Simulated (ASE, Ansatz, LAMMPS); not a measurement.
# Localised basis functions on (10,0) carbon nanotube bundle (120 atoms)

Aim: test how closely localised support functions follow the reference on (10,0) carbon nanotube bundle (120 atoms), and at what cost. A setting counts as converged where the r.m.s. difference of forces stays under 1 % of the r.m.s. force.

Method: Kohn-Sham DFT, PBE+D4, PAW (set soft_2), plane waves, in Ansatz 0.2.0.

**1. Starting point**

The cell holds 120 atoms: 120 C. Cell: a = 11.130 Å, b = 11.130 Å, c = 12.783 Å, α = 90.0°, β = 90.0°, γ = 120.0°. It derives from C (graphene). Graphene sheet (a = 2.46 Å) rolled into a (10,0) tube of diameter 7.83 Å, 3 periods, hexagonal bundle with 3.3 Å between walls; then minimised and run for 3 ps at 300 K (NVT) with a classical potential, last frame taken.

**2. How the cell was made**

A classical potential prepares the built cell, by minimisation and a short run of dynamics.

This step: classical potential: AIREBO (Stuart, Tutein and Harrison, J. Chem. Phys. 112, 6472 (2000)) (LAMMPS stable Jul 2025 - Update 4).

File in.lammps:

```
units metal
atom_style atomic
boundary p p p
atom_modify map array
read_data structure.data
pair_style airebo 3.0 1 1
pair_coeff * * CH.airebo C
thermo_style custom step temp pe press lx ly lz fmax
thermo 300
min_style cg
minimize 0 1e-4 3000 30000
reset_timestep 0
timestep 0.001
velocity all create 600 50175 dist gaussian
fix md all nvt temp 300 300 0.1
run 3000
write_data relaxed.data nocoeff
```

The run is started by

```console
> lmp -in in.lammps -log log.lammps -screen none -nocite
```

Numbers of over 12 decimals in the logs are rounded to 6 here.

What it wrote:

```text
LAMMPS (22 Jul 2025 - Update 4)
  120 atoms
   Step          Temp          PotEng         Press            Lx             Ly             Lz            Fmax     
         0   0             -883.29986     -64510.078      11.130423      9.6392292      12.782535      0.086105748  
        54   0             -883.34119     -54934.144      11.130423      9.6392292      12.782535      1.2859214e-05
Loop time of 2.49816 on 1 procs for 54 steps with 120 atoms
Minimization stats:
  Stopping criterion = force tolerance
  Energy initial, next-to-last, final = 
     -883.299860146123  -883.341194392689  -883.341194392841
  Force two-norm initial, final = 0.6571417 8.8858054e-05
  Force max component initial, final = 0.086105748 1.2859214e-05
  Iterations, force evaluations = 54 108
   Step          Temp          PotEng         Press            Lx             Ly             Lz            Fmax     
[... 2 lines left out ...]
       600   320.31882     -878.43523     -55833.915      11.130423      9.6392292      12.782535      5.251871     
       900   271.62757     -878.91067     -52840.837      11.130423      9.6392292      12.782535      4.0263545    
      1200   325.78919     -878.70914     -45549.123      11.130423      9.6392292      12.782535      3.8070705    
      1500   257.87501     -878.93984     -50759.361      11.130423      9.6392292      12.782535      3.4755786    
      1800   322.19343     -878.75577     -55543.427      11.130423      9.6392292      12.782535      5.0653725    
      2100   276.2652      -879.15038     -50630.938      11.130423      9.6392292      12.782535      5.0690701    
      2400   312.22846     -878.81941     -48207.169      11.130423      9.6392292      12.782535      3.1078669    
      2700   278.18357     -878.953       -58973.048      11.130423      9.6392292      12.782535      3.8216671    
      3000   332.81309     -878.68685     -59973.418      11.130423      9.6392292      12.782535      4.0466725    
Loop time of 15.4466 on 1 procs for 3000 steps with 120 atoms
```

The job ended after 20 s (1 thread of Intel Xeon at 2.80GHz (Skylake/Cascade Lake), shared host).

**3. Plane-wave single point**

The first run fixes the reference, at a cutoff of 420 eV.

File input.yaml:

```yaml
crystal:
  lattice:
    - [11.13042, 0.0, 0.0]
    - [-5.56521, 9.63923, 0.0]
    - [0.0, 0.0, 12.78253]
  atoms:
    - { symbol: C, position: [0.38314, 0.04909, 0.11356] }
    - { symbol: C, position: [0.40771, 0.16868, 0.05638] }
    - { symbol: C, position: [0.38455, 0.26413, 0.10965] }
    - { symbol: C, position: [0.34312, 0.3518, 0.05445] }
    - { symbol: C, position: [0.39795, 0.16937, 0.27769] }
    - { symbol: C, position: [0.38443, 0.27123, 0.21946] }
    - { symbol: C, position: [0.26836, 0.40755, 0.11298] }
    - { symbol: C, position: [0.15312, 0.405, 0.05423] }
    - { symbol: C, position: [0.35156, 0.35481, 0.27823] }
    - { symbol: C, position: [0.27248, 0.40879, 0.22537] }
    - { symbol: C, position: [0.03325, 0.36654, 0.11472] }
    - { symbol: C, position: [0.9052, 0.2904, 0.05611] }
    - { symbol: C, position: [0.16119, 0.40849, 0.27992] }
    - { symbol: C, position: [0.03507, 0.37286, 0.22592] }
    - { symbol: C, position: [0.79213, 0.19254, 0.11064] }
    - { symbol: C, position: [0.69525, 0.07464, 0.05632] }
    - { symbol: C, position: [0.91095, 0.29396, 0.28184] }
    - { symbol: C, position: [0.79498, 0.1956, 0.22193] }
    - { symbol: C, position: [0.62955, 0.95282, 0.11022] }
    - { symbol: C, position: [0.59582, 0.82473, 0.0545] }
    - { symbol: C, position: [0.69154, 0.07683, 0.27729] }
    - { symbol: C, position: [0.63167, 0.9501, 0.22165] }
    - { symbol: C, position: [0.59638, 0.71521, 0.11068] }
    - { symbol: C, position: [0.65299, 0.64424, 0.05897] }
    - { symbol: C, position: [0.59377, 0.82865, 0.27529] }
    - { symbol: C, position: [0.60701, 0.72437, 0.22167] }
    - { symbol: C, position: [0.74013, 0.60252, 0.11173] }
    - { symbol: C, position: [0.84549, 0.60195, 0.05661] }
    - { symbol: C, position: [0.66612, 0.65616, 0.27978] }
    - { symbol: C, position: [0.73853, 0.60127, 0.22186] }
    - { symbol: C, position: [0.96268, 0.62557, 0.11228] }
    - { symbol: C, position: [0.09039, 0.7005, 0.05813] }
    - { symbol: C, position: [0.84335, 0.59246, 0.27574] }
    - { symbol: C, position: [0.96869, 0.62893, 0.22316] }
    - { symbol: C, position: [0.21013, 0.79705, 0.11012] }
    - { symbol: C, position: [0.31835, 0.92212, 0.05339] }
    - { symbol: C, position: [0.09492, 0.69725, 0.2757] }
    - { symbol: C, position: [0.2151, 0.79597, 0.21961] }
    - { symbol: C, position: [0.29969, 0.91806, 0.27946] }
    - { symbol: C, position: [0.37036, 0.04534, 0.22626] }
    - { symbol: C, position: [0.35495, 0.04813, 0.44616] }
    - { symbol: C, position: [0.3927, 0.16599, 0.3892] }
    - { symbol: C, position: [0.3908, 0.2792, 0.4435] }
    - { symbol: C, position: [0.34547, 0.35666, 0.38933] }
    - { symbol: C, position: [0.40028, 0.17157, 0.61071] }
    - { symbol: C, position: [0.39421, 0.28065, 0.55612] }
    - { symbol: C, position: [0.26588, 0.40131, 0.44479] }
    - { symbol: C, position: [0.16038, 0.41538, 0.38865] }
    - { symbol: C, position: [0.34998, 0.36403, 0.60776] }
    - { symbol: C, position: [0.26983, 0.41237, 0.55472] }
    - { symbol: C, position: [0.03454, 0.37403, 0.44639] }
    - { symbol: C, position: [0.90459, 0.30209, 0.39092] }
    - { symbol: C, position: [0.16007, 0.41056, 0.61345] }
    - { symbol: C, position: [0.03556, 0.37626, 0.55802] }
    - { symbol: C, position: [0.79003, 0.19997, 0.44628] }
    - { symbol: C, position: [0.69267, 0.08359, 0.38788] }
    - { symbol: C, position: [0.908, 0.29809, 0.61042] }
    - { symbol: C, position: [0.79273, 0.19795, 0.55719] }
    - { symbol: C, position: [0.63959, 0.95496, 0.44086] }
    - { symbol: C, position: [0.59715, 0.83137, 0.38918] }
    - { symbol: C, position: [0.6917, 0.07797, 0.60985] }
    - { symbol: C, position: [0.62728, 0.94855, 0.55249] }
    - { symbol: C, position: [0.60984, 0.72419, 0.4478] }
    - { symbol: C, position: [0.65101, 0.64315, 0.39087] }
    - { symbol: C, position: [0.61505, 0.83725, 0.6116] }
    - { symbol: C, position: [0.61183, 0.72293, 0.55702] }
    - { symbol: C, position: [0.73817, 0.59756, 0.44271] }
    - { symbol: C, position: [0.84625, 0.59803, 0.38666] }
    - { symbol: C, position: [0.6604, 0.64439, 0.61111] }
    - { symbol: C, position: [0.7362, 0.59713, 0.55806] }
    - { symbol: C, position: [0.96419, 0.61988, 0.44085] }
    - { symbol: C, position: [0.09321, 0.70334, 0.3884] }
    - { symbol: C, position: [0.84326, 0.58782, 0.61066] }
    - { symbol: C, position: [0.96374, 0.62446, 0.55299] }
    - { symbol: C, position: [0.20432, 0.80373, 0.44385] }
    - { symbol: C, position: [0.30013, 0.92395, 0.39132] }
    - { symbol: C, position: [0.08788, 0.69184, 0.6115] }
    - { symbol: C, position: [0.19881, 0.80607, 0.55733] }
    [... 36 atom lines left out ...]
    - { symbol: C, position: [0.21313, 0.79867, 0.77732] }
    - { symbol: C, position: [0.2971, 0.92251, 0.72296] }
    - { symbol: C, position: [0.09306, 0.71245, 0.94559] }
    - { symbol: C, position: [0.21524, 0.7967, 0.89125] }
    - { symbol: C, position: [0.31914, 0.9202, 0.94283] }
    - { symbol: C, position: [0.38299, 0.0507, 0.88597] }
kpoints:
  mp_grid: { grid: [2, 2, 1] }
hamiltonian:
  xc: pbe
  dispersion: d4
scf:
  occupations: { method: gaussian, width: 0.025 }
output:
  forces: true
  stress: true
  populations: true
  dos:
    method: { smearing: { sigma: 0.15 } }
    de: 0.1
    projected: { site_lists: { C: [C] } }
  eigenvalues: true
  write_density: true
  write_potential: true
  volumetric_format: npy
```

The run is started by

```console
> ansatz run input.yaml --threads 8 --pin off --max-ram 15872MiB --backend cpu --events-out ev --progress --plain --runs-dir out
```

What it wrote:

```text
Engine: ansatz 0.2.0, aarch64-unknown-linux-gnu
Pseudopotentials: kind: paw
Pseudopotential: C, paw, valence charge 4, recommended cutoff 420 eV (normal), C.paw.azcp
[... 5 lines on functional and potentials left out ...]
Crystal: 120 atoms, lattice volume = 1371.421 Å³
Basis set: ecut = 420 eV, 26869 PW (Γ), exchange–correlation on 150×150×180 points (8 copies of the dense FFT grid, shifted against one another)
Bands: 360, of which v1, the nominal top of the filled ones, is band 240 counted from 1 (239 counted from 0)
Symmetry: 1 space group operations
Space group: P1 (ITA 1), of the structure as read, at distance tolerance 1.1e-4 Å
k-points: 4
[... 3 lines on functional and potentials left out ...]
Initial density: superposition of atomic densities (neutral atoms: chi_scale 0, normalization atom), corrected by the library's trained network
Initial wavefunctions: pseudopotential atomic-orbital guess
Functional: x = pbe(κ = 0.804, μ = 0.219515), c = pbe(β = 0.066725)
SCF iter   1: F=—  HF=-30107.080730 eV  |F-HF|=—  |Δ(HF+E_count)|=         —  Δρ=4.41e-3  dr2=2.59e-1  ethr=1.77e-3  ⟨swp⟩=6.2  Hψ=6397  notcnv=0  defer=390
preconditioner: auto → Resta (q_TF=auto, 2.290 Å⁻¹)  ε∞=3.1  [insulator: Δε(μ)=0.267 eV  Ē_g=15.080 eV  σ=0.025 eV  W_gap=1.00  n_scr=278 (ndim 8)  ℏωp=22.0 eV  f_vac=0.241  D(μ)=0.00/eV (n_scr^D=0)  ε∞_Penn≈3.1  vacuum switching on, ρ_ref=1.6e-2 e/Å³]
SCF iter   2: F=—  HF=-30107.125704 eV  |F-HF|=—  |Δ(HF+E_count)|=   4.50e-2  Δρ=2.30e-3  dr2=5.23e-2  ethr=5.40e-5  ⟨swp⟩=2.0  Hψ=2350  notcnv=0  defer=444
SCF iter   3: F=—  HF=-30107.152650 eV  |F-HF|=—  |Δ(HF+E_count)|=   2.69e-2  Δρ=8.28e-4  dr2=1.72e-2  ethr=1.09e-5  ⟨swp⟩=2.8  Hψ=1881  notcnv=0  defer=444
SCF iter   4: F=—  HF=-30107.158628 eV  |F-HF|=—  |Δ(HF+E_count)|=   5.98e-3  Δρ=2.88e-4  dr2=3.25e-3  ethr=3.57e-6  ⟨swp⟩=2.0  Hψ=1554  notcnv=0  defer=444
SCF iter   5: F=—  HF=-30107.158741 eV  |F-HF|=—  |Δ(HF+E_count)|=   1.13e-4  Δρ=1.12e-4  dr2=1.74e-4  ethr=6.78e-7  ⟨swp⟩=2.0  Hψ=1555  notcnv=0  defer=444
SCF iter   6: F=—  HF=-30107.158812 eV  |F-HF|=—  |Δ(HF+E_count)|=   7.17e-5  Δρ=3.91e-5  dr2=3.81e-5  ethr=3.63e-8  ⟨swp⟩=2.0  Hψ=1770  notcnv=0  defer=444
SCF iter   7: F=—  HF=-30107.159592 eV  |F-HF|=—  |Δ(HF+E_count)|=   7.79e-4  Δρ=1.53e-5  dr2=9.69e-6  ethr=7.94e-9  ⟨swp⟩=2.2  Hψ=2046  notcnv=0  defer=444
SCF iter   8: F=—  HF=-30107.159591 eV  |F-HF|=—  |Δ(HF+E_count)|=   5.46e-7  Δρ=5.60e-6  dr2=5.93e-7  ethr=2.02e-9  ⟨swp⟩=2.0  Hψ=1510  notcnv=0  defer=444
SCF iter   9: F=—  HF=-30107.159591 eV  |F-HF|=—  |Δ(HF+E_count)|=   1.95e-7  Δρ=2.56e-6  dr2=2.79e-7  ethr=2.08e-11  ⟨swp⟩=28.8  Hψ=16059  notcnv=0
SCF iter  10: F=-30107.159591 eV  HF=-30107.159591 eV  |F-HF|=1.66e-9  |Δ(HF+E_count)|=   2.09e-8  Δρ=6.19e-7  dr2=5.53e-9  ethr=2.08e-11  ⟨swp⟩=7.2  Hψ=8124  notcnv=0
SCF 1 converged in 10 iterations: F = -30107.159591 eV  dr2 = 5.53e-9
  greatest PAW one-centre occupation: 0.687 electrons in one spin orbital (limit 2), on the C atom at site 40 (counted from 0), in its partial waves of l = 0
WARN: The output density's exchange-correlation potential varies sharply where the density is thin. Do not read a vacuum level from v_tot or v_xc, or from such a field of the output density. On a cell that repeats whose density bears no net charge and no dipole along the vacuum's axis use v_es (v_loc + v_h of the components); [...]
SCF converged after 10 iterations
Free energy (F): -30107.159591 eV
Harris-Foulkes:  -30107.159591 eV  (|F-HF|=1.66e-9)
Internal energy: -30107.159591 eV  (E = F + TS)
E sigma→0 (E₀):  -30107.159591 eV
Fermi energy:    4.579753 eV
--- Per-component energies (eV) ---
  E_band       = -2243.818607
  E_kinetic    = 10950.262217
  E_local      = -32174.115839  (includes V_loc(G=0)·N_el)
  E_nonlocal   = 3287.630760
  E_hartree    = 11825.870977
  E_xc         = -5766.476937
  E_vxc        = -7139.586102  (∫ρ·V_xc dr)
  E_paw        = -11924.086879  (= ΣΔE_a)
  E_vpaw       = -819.750501  (= ΣTr[D̂ρ^β])
  E_aug_tail   = 0.000953  (compensation charges beyond the density's cutoff)
  E_ewald      = -6289.376405
  E_disp       = -16.868436  (pairwise vdW)
  E_smearing   = -0.000000  (= −TS)
  E_closure    = -0.000000  (closes the sum)
  Σ components = -30107.159591   (vs F -30107.159591, Δ=0.00e0)
--- Forces (eV/Å), atoms counted from 1 ---
  atom   1  C     -0.33660053    -1.26862250    -0.71545261
  atom   2  C     -0.72479240    -0.28462187    -0.64571026
  atom   3  C     -1.28440343     2.56534046    -0.47718097
  atom   4  C     -0.39069218    -0.08677542     1.50959488
  atom   5  C      0.05348897    -0.86138883     0.39640312
  atom   6  C      1.92936436    -0.87210002     1.26375823
  atom   7  C      0.28170672    -0.96727648    -1.00857554
  atom   8  C      1.90422587     0.35513932     2.41391961
  atom   9  C     -3.12811217     1.62742737    -0.58884097
  atom  10  C      0.27761418    -0.62905304    -1.10376611
  atom  11  C     -0.97554364    -0.18054809    -1.32997307
  atom  12  C      1.23516752     2.28408547    -0.39140933
  atom  13  C     -0.64465682     0.72194903    -0.81449819
  atom  14  C      1.30767945    -0.32070494    -0.50156964
[...]
atom 119  C     -0.27689008     0.43435786    -0.21302566
  atom 120  C     -0.14151948    -0.12092693     0.83782326
  max |Σ_I F_I| component: 1.21e-5 eV/Å
--- Stress (GPa, compression-positive) ---
        1.513179       0.770863      -0.208776
        0.770863       2.313064      -0.422623
       -0.208776      -0.422622       3.612066
  P = ⅓ Tr σ = 2.4794 GPa (24.794 kbar)
--- Band table (eV) ---
  k-point 0: bands = ["-15.3248", "-15.0918", "-15.0304", "-14.7055", [... 344 levels ...], "12.9767", "13.0056", "13.0170", "13.0477", "13.0668", "13.1140", "13.1363", "13.2103", "13.2347", "13.3445", "13.5052", "13.5939"]
[...]
--- Löwdin populations: 120 sites ---
  site symbol       q [e]
     0      C      3.9624
     1      C      3.9663
     2      C      3.9560
[...]
119      C      3.9585
  spilling = 0.009849 (of n_electrons = 480.000000)
```

The job ended after 1.8 min (8 threads of Arm Neoverse N1, shared host; peak memory 8.8 GiB; 14 min of CPU time).

Reading the cycles: dr2 is the Hartree energy of the density residual (eV), the measure of convergence; HF is the Harris–Foulkes estimate of the energy, which meets the free energy F at convergence.

The program notes that the exchange-correlation potential is rough where the density is thin.

Numbers from this run:

```yaml
free_energy: -30107.1596 eV
free_energy_per_atom: -250.8930 eV/atom
scf_cycles: 10
pressure: 2.479 GPa
r_m_s_force_component: 1.086 eV/Å
longest_force: 3.575 eV/Å
fermi_energy: 4.58 eV
spacing_of_highest_filled_and_lowest_empty_level: 0.2877 eV
spilling_of_the_projection: 0.009849
```

Length of the force by element:

| element | coordination | atoms | mean length of the force (eV/Å) | spread | least | most |
| --- | --- | --- | --- | --- | --- | --- |
| C | all | 120 | 1.74 | 0.725 | 0.108 | 3.58 |

The mean of these charges, 0.039 e, is only the charge that the projection spills.

Löwdin charges by element (they lack the spilled electrons, 0.039 e an atom on average):

| element | coordination | atoms | mean charge (e) | spread | least | most |
| --- | --- | --- | --- | --- | --- | --- |
| C | all | 120 | 0.0394 | 0.0061 | 0.0214 | 0.0537 |

Density of states as counts of states in windows of 1 eV (from the Fermi level), total and the larger projections:

| from (eV) | to (eV) | total | C p | C s |
| --- | --- | --- | --- | --- |
| -18 | -17 | 18.5 | 6.9 | 11.3 |
| -17 | -16 | 21.8 | 9.0 | 12.5 |
| -16 | -15 | 12.4 | 5.6 | 6.6 |
| -15 | -14 | 22.8 | 9.8 | 12.9 |
| -14 | -13 | 17.0 | 10.0 | 6.8 |
| -13 | -12 | 25.6 | 16.9 | 8.3 |
| -12 | -11 | 6.6 | 4.3 | 2.2 |
| -11 | -10 | 25.8 | 19.9 | 5.7 |
| -10 | -9 | 28.8 | 22.0 | 6.6 |
| -9 | -8 | 24.7 | 21.6 | 2.7 |
| -8 | -7 | 48.6 | 44.6 | 3.3 |
| -7 | -6 | 40.0 | 38.5 | 1.2 |
| -6 | -5 | 41.1 | 38.9 | 1.9 |
| -5 | -4 | 40.6 | 39.7 | 0.7 |
| -4 | -3 | 27.7 | 27.3 | 0.3 |
| -3 | -2 | 26.7 | 26.5 | 0.2 |
| -2 | -1 | 11.0 | 10.9 | 0.1 |
| -1 | 0 | 6.8 | 6.8 | 0.0 |
| 0 | 1 | 13.2 | 12.7 | 0.3 |
| 1 | 2 | 15.1 | 14.3 | 0.1 |
| 2 | 3 | 15.8 | 14.5 | 0.2 |
| 3 | 4 | 33.2 | 27.1 | 1.3 |
| 4 | 5 | 12.2 | 4.8 | 0.1 |

Between -21 and -18 eV lie 33 more states.

The levels nearest the highest filled one (over half full), pooled over k-points and spins:

| level less the highest filled one (eV) | occupation |
| --- | --- |
| -0.419 | 2 |
| -0.377 | 2 |
| -0.274 | 2 |
| -0.269 | 2 |
| -0.261 | 2 |
| 0 | 2 |
| 0.288 | 0 |
| 0.306 | 0 |
| 0.347 | 0 |
| 0.404 | 0 |
| 0.580 | 0 |
| 0.592 | 0 |

Electrostatic potential energy in the cb plane at fractional x = 0.612, with atoms of C within 0.2 Å of it. With pseudopotentials it is smooth inside the atoms' cores, unlike the true potential.

Values in eV, 13 rows by 16 columns, each cell a mean:
```
  3 -37 -27 -44 -12   4 -17 -35 -33 -29   3  -4 -47 -23 -43   0
-18 -25  -4 -14 -34 -12 -35  -9  -7 -31 -19 -30 -18  -4 -24 -29
-23 -27  -1 -12 -33 -11 -32  -9  -3 -30 -20 -34 -15   0 -19 -30
  2 -39 -30 -50 -16   3 -18 -49 -35 -37   2  -4 -51 -25 -50  -2
-15 -23  -1  -4 -17  -7 -30  -5  -1 -18 -10 -22 -11   1 -14 -26
 -3  -4   6   6   0   1  -8   5   6  -3  -1  -4   3   6  -1 -12
  8   8   8   8   8   8   8   8   8   8   8   8   7   8   7   8
  9   9   9   9   9   9   9   9   9   9   9   9   9   9   9   9
  9   9   9   9   9   9   9   9   9   9   9   9   9   9   9   9
  9   9   9   9   9   9   9   9   9   9   9   9   9   9   9   9
  9   9   9   9   9   9   9   9   9   9   9   9   9   9   9   9
  6   7   8   7   5   6   5   7   8   6   6   6   7   8   6   4
  2  -1   3   2  -1   3  -1   2   3  -1   2   0   0   4  -1  -3
```
Columns run along c (12.8 Å; values clipped at the 3rd and 97th percentile), rows up along b (11.1 Å). Atoms in or near the plane, at fractional coordinates: C at (0.11, 0.95), C at (0.05, 0.82), C at (0.22, 0.95), C at (0.11, 0.72), C at (0.28, 0.83), C at (0.22, 0.72), C at (0.39, 0.83), C at (0.55, 0.95), C at (0.45, 0.72), C at (0.61, 0.84), C at (0.56, 0.72), C at (0.78, 0.95), C at (0.72, 0.83), C at (0.88, 0.94) and more.

Valence density in the cb plane at fractional x = 0.612, with atoms of C within 0.2 Å of it. It is the smooth field of the valence electrons, not physical close to the nuclei.

Values in e/Å³, 13 rows by 16 columns, each cell a mean:
```
0.3 1.5 1.5 1.6 0.9 0.2 1.1 1.5 1.5 1.3 0.3 0.7 1.6 1.6 1.6 0.5
1.2 1.6 0.6 1.1 1.7 1.1 1.8 0.9 0.8 1.7 1.2 1.5 1.3 0.6 1.6 1.4
1.3 1.6 0.6 1.0 1.6 1.1 1.6 0.9 0.6 1.7 1.3 1.5 1.2 0.5 1.3 1.4
0.4 1.7 1.7 1.8 1.1 0.3 1.2 1.8 1.8 1.6 0.3 0.7 1.8 1.7 1.8 0.6
1.1 1.5 0.5 0.7 1.2 0.9 1.5 0.8 0.5 1.3 0.9 1.2 1.1 0.4 1.2 1.3
0.6 0.5 0.1 0.2 0.4 0.5 0.7 0.2 0.1 0.5 0.5 0.6 0.4 0.1 0.5 0.8
0.1 0.1 0.1 0.1 0.1 0.0 0.1 0.1 0.1 0.1 0.1 0.1 0.1 0.1 0.1 0.1
0.0 0.0 0.0 0.0 0.0 0.0 0.0 0.0 0.0 0.0 0.0 0.0 0.0 0.0 0.0 0.0
0.0 0.0 0.0 0.0 0.0 0.0 0.0 0.0 0.0 0.0 0.0 0.0 0.0 0.0 0.0 0.0
0.0 0.0 0.0 0.0 0.0 0.0 0.0 0.0 0.0 0.0 0.0 0.0 0.0 0.0 0.0 0.0
0.0 0.0 0.0 0.0 0.0 0.0 0.0 0.0 0.0 0.0 0.0 0.0 0.0 0.0 0.0 0.0
0.2 0.1 0.0 0.1 0.2 0.2 0.2 0.1 0.1 0.2 0.2 0.2 0.1 0.0 0.2 0.2
0.4 0.7 0.3 0.5 0.6 0.4 0.6 0.4 0.3 0.7 0.4 0.5 0.6 0.3 0.7 0.6
```
Columns run along c (12.8 Å), rows up along b (11.1 Å). Atoms in or near the plane, at fractional coordinates: C at (0.11, 0.95), C at (0.05, 0.82), C at (0.22, 0.95), C at (0.11, 0.72), C at (0.28, 0.83), C at (0.22, 0.72), C at (0.39, 0.83), C at (0.55, 0.95), C at (0.45, 0.72), C at (0.61, 0.84), C at (0.56, 0.72), C at (0.78, 0.95), C at (0.72, 0.83), C at (0.88, 0.94) and more.

Löwdin charges run from +0.02 to +0.05 e, about a mean that is the spilled charge alone. Within 0.4 eV of the Fermi level the largest share is C p (99 % of the projected weight).

(Continued in part 2 of 2.)

[Logs are printed without paths, hosts, clocks, repeated set-up lines and the standing remarks that a program may print on its own settings, such as how far it seeks lower states.]

[Hosts, paths, dates, database ids (printed as entryN), source tags and the programs' standing remarks are cut or masked in the printed files.]
